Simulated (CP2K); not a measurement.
The C K edge of 2-carboxyoxazole was computed by TDDFT (CP2K XAS_TDP, aug-cc-pVDZ, TDA) at these levels: PBE, PBEh(45%) and PBEh(45%) + GW2X. The first three lines of C2 (bonded to C and 2 O) with a strength over 0.0015, energy in eV and strength:

```tsv
run	first	second	third
1	283.38 (0.064)	288.43 (0.018)	288.55 (0.004)
2	289.97 (0.063)	295.01 (0.018)	295.13 (0.004)
3	270.56 (0.015)	272.56 (0.005)	274.23 (0.004)
```

**Question.** Which run is which?

Run 1: PBEh(45%) (45 % exact exchange). Run 2: PBEh(45%) + GW2X (45 % exact exchange). Run 3: PBE (0 % exact exchange). Self-interaction lifts the core level, so the uncorrected lines rise with the share of exact exchange. The GW2X run keeps the spacings of its parent: 5.04 eV between the first two lines in run 2, 5.05 eV in run 1. Its shift is +6.59 eV, since the Kohn–Sham level at this share of exchange lies that far above the quasiparticle level.

[Banner, clock and machine lines of the logs are left out without a mark of their own.]

[Logs are printed without paths, hosts, clocks, repeated set-up lines and the standing remarks that a program may print on its own settings, such as how far it seeks lower states.]

[Hosts, paths, dates, database ids (printed as entryN), source tags and the programs' standing remarks are cut or masked in the printed files.]
